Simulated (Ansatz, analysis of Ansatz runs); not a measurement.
# An added electron started on Fe in NaFeF3 (Cmcm)

Aim: the energy barrier that a trapped electron meets when it moves from one Fe atom to another one nearby in NaFeF3 (Cmcm). The model is a cell of 60 host atoms.

Main program and level: Ansatz 0.2.0; plane-wave PAW DFT, PBEsol+U; relaxation of all atoms of a supercell at fixed charge in a uniform background; PAW set soft_1.

## (1) Starting point

The cell holds 60 atoms: 12 Na, 12 Fe and 36 F. Cell: a = 9.391 Å, b = 10.232 Å, c = 7.412 Å, α = 90.0°, β = 90.0°, γ = 90.0°. It derives from NaFeF3 (space group Cmcm). Nearest the centre at fractional (0.583, 0.250, 0.500): F34 at 1.51 Å, F55 at 1.51 Å, Na22 at 2.01 Å, Na43 at 2.01 Å, F32 at 2.64 Å, F49 at 2.64 Å, Fe26 at 2.68 Å, Fe45 at 2.68 Å.

Hubbard terms: Fe d 4.5 eV. They were chosen, not fitted, to curb self-interaction in the shells named, the trial site's among them. The two sites are Fe26 and Fe45. The cell's shortest repeat is 7.4 Å. The host's moments were started antiferromagnetic in the unit cell, high spin; both sites carry the same spin direction.

## (2) The cell without the carrier

The neutral cell is relaxed first, from small random displacements, so that bond lengths and moments with the carrier can be set beside those of a relaxed cell without it.

Contents of neutral.relax/input.yaml:

```yaml
crystal:
  lattice:
    - [9.39113868, 0.0, 0.0]
    - [0.0, 10.23240737, 8.5e-07]
    - [0.0, 6.1e-07, 7.41163386]
  atoms:
    - { symbol: Na, position: [0.0, 0.749537, 0.25] }
    - { symbol: Na, position: [0.166667, 0.249537, 0.25] }
    - { symbol: Na, position: [0.0, 0.250463, 0.75] }
    - { symbol: Na, position: [0.166667, 0.750463, 0.75] }
    - { symbol: Fe, position: [0.0, 0.0, 0.5], spin: 4.0 }
    - { symbol: Fe, position: [0.166667, 0.5, 0.5], spin: 4.0 }
    - { symbol: Fe, position: [0.0, 0.0, 0.0], spin: -4.0 }
    - { symbol: Fe, position: [0.166667, 0.5, 0.0], spin: -4.0 }
    - { symbol: F, position: [0.0, 0.082827, 0.25] }
    - { symbol: F, position: [0.166667, 0.582827, 0.25] }
    - { symbol: F, position: [0.0, 0.917173, 0.75] }
    - { symbol: F, position: [0.166667, 0.417173, 0.75] }
    - { symbol: F, position: [0.0, 0.630704, 0.558149] }
    - { symbol: F, position: [0.166667, 0.130704, 0.558149] }
    - { symbol: F, position: [0.0, 0.369296, 0.441851] }
    - { symbol: F, position: [0.166667, 0.869296, 0.441851] }
    - { symbol: F, position: [0.0, 0.630704, 0.941851] }
    - { symbol: F, position: [0.166667, 0.130704, 0.941851] }
    - { symbol: F, position: [0.0, 0.369296, 0.058149] }
    - { symbol: F, position: [0.166667, 0.869296, 0.058149] }
    - { symbol: Na, position: [0.333333, 0.749537, 0.25] }
    - { symbol: Na, position: [0.5, 0.249537, 0.25] }
    - { symbol: Na, position: [0.333333, 0.250463, 0.75] }
    - { symbol: Na, position: [0.5, 0.750463, 0.75] }
    - { symbol: Fe, position: [0.333333, 0.0, 0.5], spin: 4.0 }
    - { symbol: Fe, position: [0.5, 0.5, 0.5], spin: 4.0 }
    - { symbol: Fe, position: [0.333333, 0.0, 0.0], spin: -4.0 }
    - { symbol: Fe, position: [0.5, 0.5, 0.0], spin: -4.0 }
    - { symbol: F, position: [0.333333, 0.082827, 0.25] }
    - { symbol: F, position: [0.5, 0.582827, 0.25] }
    - { symbol: F, position: [0.333333, 0.917173, 0.75] }
    - { symbol: F, position: [0.5, 0.417173, 0.75] }
    - { symbol: F, position: [0.333333, 0.630704, 0.558149] }
    - { symbol: F, position: [0.5, 0.130704, 0.558149] }
    - { symbol: F, position: [0.333333, 0.369296, 0.441851] }
    - { symbol: F, position: [0.5, 0.869296, 0.441851] }
    - { symbol: F, position: [0.333333, 0.630704, 0.941851] }
    - { symbol: F, position: [0.5, 0.130704, 0.941851] }
    - { symbol: F, position: [0.333333, 0.369296, 0.058149] }
    - { symbol: F, position: [0.5, 0.869296, 0.058149] }
    - { symbol: Na, position: [0.666667, 0.749537, 0.25] }
    - { symbol: Na, position: [0.833333, 0.249537, 0.25] }
    - { symbol: Na, position: [0.666667, 0.250463, 0.75] }
    - { symbol: Na, position: [0.833333, 0.750463, 0.75] }
    - { symbol: Fe, position: [0.666667, 0.0, 0.5], spin: 4.0 }
    - { symbol: Fe, position: [0.833333, 0.5, 0.5], spin: 4.0 }
    - { symbol: Fe, position: [0.666667, 0.0, 0.0], spin: -4.0 }
    - { symbol: Fe, position: [0.833333, 0.5, 0.0], spin: -4.0 }
    - { symbol: F, position: [0.666667, 0.082827, 0.25] }
    - { symbol: F, position: [0.833333, 0.582827, 0.25] }
    - { symbol: F, position: [0.666667, 0.917173, 0.75] }
    - { symbol: F, position: [0.833333, 0.417173, 0.75] }
    - { symbol: F, position: [0.666667, 0.630704, 0.558149] }
    - { symbol: F, position: [0.833333, 0.130704, 0.558149] }
    - { symbol: F, position: [0.666667, 0.369296, 0.441851] }
    - { symbol: F, position: [0.833333, 0.869296, 0.441851] }
    - { symbol: F, position: [0.666667, 0.630704, 0.941851] }
    - { symbol: F, position: [0.833333, 0.130704, 0.941851] }
    - { symbol: F, position: [0.666667, 0.369296, 0.058149] }
    - { symbol: F, position: [0.833333, 0.869296, 0.058149] }
basis:
  ecutwfc: 420
  xc_grid: 2
hamiltonian:
  xc: pbesol
  hubbard:
    sites: [{ species: Fe, l: d, u_eff: 4.5 }]
    projectors: ortho-atomic
  pseudopotentials: { kind: paw, azcp: { folder: soft_1 }, xc_functional: pbe }
kpoints:
  mp_grid: { grid: [1, 1, 1] }
magnetization:
  spin_polarized: true
  initial_magnetization: 0
  spin_locking: { lock_magnetization: hard }
scf:
  occupations: { method: fermi_dirac, width: 0.01 }
  max_iter: 120
  lower_state_search: "off"
output:
  forces: true
relax:
  f_tol: 0.02
  max_steps: 70
  random_displacement: { amplitude: 0.04, seed: 2872 }
checkpoint:
  write: "../neutral.relax.run"
  compress: false
  write_wavefunctions: true
  write_every: 100000
```

Launch:

```
ansatz run input.yaml --threads 4 --pin off --max-ram 17899MiB --backend cpu --events-out ev --progress --plain --runs-dir out
```

Numbers of over 12 decimals in the logs are rounded to 6 here.

What it wrote:

```text
[... repeated set-up lines and file paths are left out, and long positions are rounded to six places ...]
Engine: ansatz 0.2.0, x86_64-unknown-linux-gnu
Pseudopotentials: kind: paw
Pseudopotential: Na, paw, valence charge 9, recommended cutoff 420 eV (normal), soft_1/Na.paw.azcp
Pseudopotential: Fe, paw, valence charge 16, recommended cutoff 420 eV (normal), soft_1/Fe.paw.azcp
Pseudopotential: F, paw, valence charge 7, recommended cutoff 420 eV (normal), soft_1/F.paw.azcp
Functional definition: PBEsol
  exchange = pbesol_x
  correlation = pbesol_c
Crystal: 60 atoms, lattice volume = 712.213 Å³
Basis set: ecut = 420 eV, 13917 PW (Γ), exchange–correlation on 128×144×100 points (8 copies of the dense FFT grid, shifted against one another)
Bands: 336, of which v1, the nominal top of the filled ones, is band 276 counted from 1 (275 counted from 0)
Symmetry: 1 space group operations
k-points: 1
Non-local potential: Na, projectors of the file, l = 0: 3, l = 1: 2, l = 2: 1
Non-local potential: Fe, projectors of the file, l = 0: 3, l = 1: 2, l = 2: 3, l = 3: 1
Non-local potential: F, projectors of the file, l = 0: 2, l = 1: 2, l = 2: 1
PAW form: soft (Blöchl's): semilocal exchange-correlation on the pseudo side does not see the compensation charge
PAW frozen core: Na, regenerated for the run's functional, and the local potential with it (the file was generated under x = pbe(κ = 0.804, μ = 0.219515), c = pbe(β = 0.066725))
PAW frozen core: Fe, regenerated for the run's functional, and the local potential with it (the file was generated under x = pbe(κ = 0.804, μ = 0.219515), c = pbe(β = 0.066725))
[...]
[... 1 atom left out ...]
  atom  45  Fe    -0.00004350    -0.00156346     0.00041347
  [... 3 atoms left out ...]
  atom  49  F     -0.00234535    -0.00378659     0.00696444
  [... 4 atoms left out ...]
  atom  54  F     -0.00211034    -0.00034206     0.00413676
  atom  55  F      0.00071886     0.00359247     0.00091871
  [... 5 atoms left out ...]
  max |Σ_I F_I| component: 2.17e-5 eV/Å
--- Band table (eV) ---
  k-point 0 ↑: bands = ["-82.3438", "-82.3425", "-82.3416", "-82.3404", [... 328 left out ...] "15.8480", "15.8493", "15.9830", "15.9851"]
  k-point 0 ↓: bands = ["-82.3424", "-82.3401", "-82.3396", "-82.3369", [... 328 left out ...] "15.8481", "15.8496", "15.9840", "15.9851"]
Occupation matrices written to <dir>
--- Relaxed structure (4 steps of the walk, 4 accepted, 0 SCFs on fresh bases) ---
  F+E_penalty+E_count = -99935.01890039 eV   max|allowed force component| = 1.181e-2 eV/Å
  atoms:
    - { symbol: Na, position: [0.000261, 0.749255, 0.250114] }
    - { symbol: Na, position: [0.166713, 0.249085, 0.250218] }
    [... 19 atoms left out ...]
    - { symbol: Na, position: [0.500006, 0.249232, 0.249407] }
    [... 3 atoms left out ...]
    - { symbol: Fe, position: [0.500199, 0.499704, 0.499391] }
    [... 5 atoms left out ...]
    - { symbol: F, position: [0.500404, 0.417889, 0.749448] }
    [... 1 atom left out ...]
    - { symbol: F, position: [0.500182, 0.130787, 0.557998] }
    - { symbol: F, position: [0.333574, 0.368545, 0.441700] }
    [... 7 atoms left out ...]
    - { symbol: Na, position: [0.666963, 0.250311, 0.750834] }
    [... 1 atom left out ...]
    - { symbol: Fe, position: [0.666858, -4.5155830638832304e-5, 0.500043] }
    [... 3 atoms left out ...]
    - { symbol: F, position: [0.666978, 0.081806, 0.249869] }
    [... 4 atoms left out ...]
    - { symbol: F, position: [0.833608, 0.131067, 0.557641] }
    - { symbol: F, position: [0.666917, 0.368837, 0.441044] }
    [... 5 atoms left out ...]
[key lines of the parts left out:]
SCF converged after 16 iterations
Magnetization: 0.0000 μB (276.0000 up, 276.0000 down)
Free energy (F): -99935.018900 eV
Fermi energy:    7.110438 (↑ 7.111008, ↓ 7.109755) eV
```

Elapsed: 1.7 min, on 4 threads of Intel Xeon Platinum 8375C at 2.90GHz (Ice Lake), shared host; peak memory 1.7 GiB.

The largest displacement from an ideal site is 0.012 Å.

(Part 1 of 2 ends here.)

[Logs are printed without paths, hosts, clocks, repeated set-up lines and the standing remarks that a program may print on its own settings, such as how far it seeks lower states.]

[Hosts, paths, dates, database ids (printed as entryN), source tags and the programs' standing remarks are cut or masked in the printed files.]
